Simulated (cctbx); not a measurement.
# Diagnosing a refinement

Cell a = 10.7480 Å, b = 19.1480 Å, c = 9.1910 Å, α = 90.00°, β = 117.74°, γ = 90.00°; space group C2/c (no. 15).

Simulated single-crystal data (cctbx): Mo Kα, λ = 0.71073 Å, to d = 0.6 Å, 50 % of the full sphere, strongest reflection 5000 counts, noise from counting, a 6 % proportional error and a noise floor of 15 counts (s.d.); no absorption.

An anisotropic refinement with weights 1/σ² prints:

```text
Rint 0.108, 3751 unique reflections to 0.60 A
cycle     R1     wR2    GooF  max shift (A)
   1  0.1893  0.3673   2.827   0.00545
   2  0.0907  0.2108   1.622   0.00012
final R1 0.0908 wR2 0.2108 GooF 1.622  parameters 66  data/parameter 56.8
atom        x        y        z      Ueq    occ   su(xyz)  su(Uiso or U11)
Gd1    0.50000  0.74594  0.25000   0.0019  1.000  0.00007  0.0005
As1    0.68326  0.82240  0.14882  -0.0113  1.000  0.00016  0.0004  NPD
Te1    0.20026  0.67457  0.05908   0.0030  1.000  0.00016  0.0004
Te2    0.51366  0.64473  0.01995   0.0034  1.000  0.00017  0.0005
Te3    0.25929  0.98591  0.12973   0.0033  1.000  0.00017  0.0005
Te4    0.21389  0.87810  0.10573   0.0198  1.000  0.00026  0.0008
K1     0.50000  0.76422  0.75000   0.0037  1.000  0.00031  0.0019
K2     0.50000  0.00000  0.00000   0.0048  1.000  0.00000  0.0021
K3     0.00000  0.99691  0.25000   0.0025  1.000  0.00030  0.0019
difference map: max 26.40 min -17.42 rms 2.39
Q1    0.2003  0.3144  0.1656    8   26.98  0.23 A from As1
Q2    0.0125  0.0975  0.0486    8    8.83  0.94 A from Te2
Q3    0.0729  0.1192  0.1531    8    8.55  1.19 A from Te2
Q4    0.0193  0.4846  0.6847    8    8.08  1.64 A from K2
Q5    0.1916  0.2168  0.0676    8    8.05  2.17 A from As1
Q6    0.1702  0.1463  0.2533    8    7.92  1.72 A from Te1
```

Q: Accept it or mend it, and why?

Mend it. The fault: elements exchanged: Te4 is As and As1 is Te. Against the right model at the same level, R1 goes from 0.0546 to 0.0908 and GooF from 0.93 to 1.62, U of As1 shrinks from 0.0033 to -0.0113 Å², U of Te4 swells from 0.0033 to 0.0198 Å², the top difference peak, 27.0 e/Å³, lies on As1 and As1 goes non-positive-definite. Te4 has 19 electrons too many and its U swells to shed them, as expected; As1 has 19 electrons too few and its U shrinks to make up, as expected.

The compound is K3GdTe8As2. The right model at the same level gives:

```text
Rint 0.108, 3751 unique reflections to 0.60 A
cycle     R1     wR2    GooF  max shift (A)
   1  0.0556  0.1219   0.938   0.00023
   2  0.0546  0.1208   0.930   0.00000
final R1 0.0546 wR2 0.1208 GooF 0.930  parameters 66  data/parameter 56.8
atom        x        y        z      Ueq    occ   su(xyz)  su(Uiso or U11)
Gd1    0.50000  0.74590  0.25000   0.0022  1.000  0.00004  0.0003
Te1    0.68318  0.82234  0.14891   0.0033  1.000  0.00009  0.0003
Te2    0.20013  0.67467  0.05901   0.0031  1.000  0.00009  0.0003
Te3    0.51375  0.64471  0.02006   0.0036  1.000  0.00009  0.0003
Te4    0.25936  0.98600  0.12973   0.0035  1.000  0.00009  0.0003
As1    0.21358  0.87786  0.10562   0.0033  1.000  0.00015  0.0004
K1     0.50000  0.76449  0.75000   0.0041  1.000  0.00018  0.0011
K2     0.50000  0.00000  0.00000   0.0044  1.000  0.00000  0.0012
K3     0.00000  0.99689  0.25000   0.0038  1.000  0.00018  0.0012
difference map: max 8.18 min -7.92 rms 1.79
Q1    0.0724  0.1196  0.1530    8    8.51  1.19 A from Te3
Q2    0.1913  0.2157  0.0685    8    8.24  2.19 A from Te1
Q3    0.1533  0.4084  0.7008    8    7.76  2.26 A from Te2
Q4    0.0177  0.2124  0.6069    8    7.05  1.67 A from Te3
Q5    0.1143  0.3664  0.7207    8    7.02  2.23 A from Te2
Q6    0.1801  0.3588  0.9864    8    6.87  1.63 A from Te1
```

The model was made for the exercise: a known structure type with other elements put in, its volume estimated, not relaxed; displacement parameters are assumed.

[Middle refinement cycles are left out of these outputs.]

[Logs are printed without paths, hosts, clocks, repeated set-up lines and the standing remarks that a program may print on its own settings, such as how far it seeks lower states.]
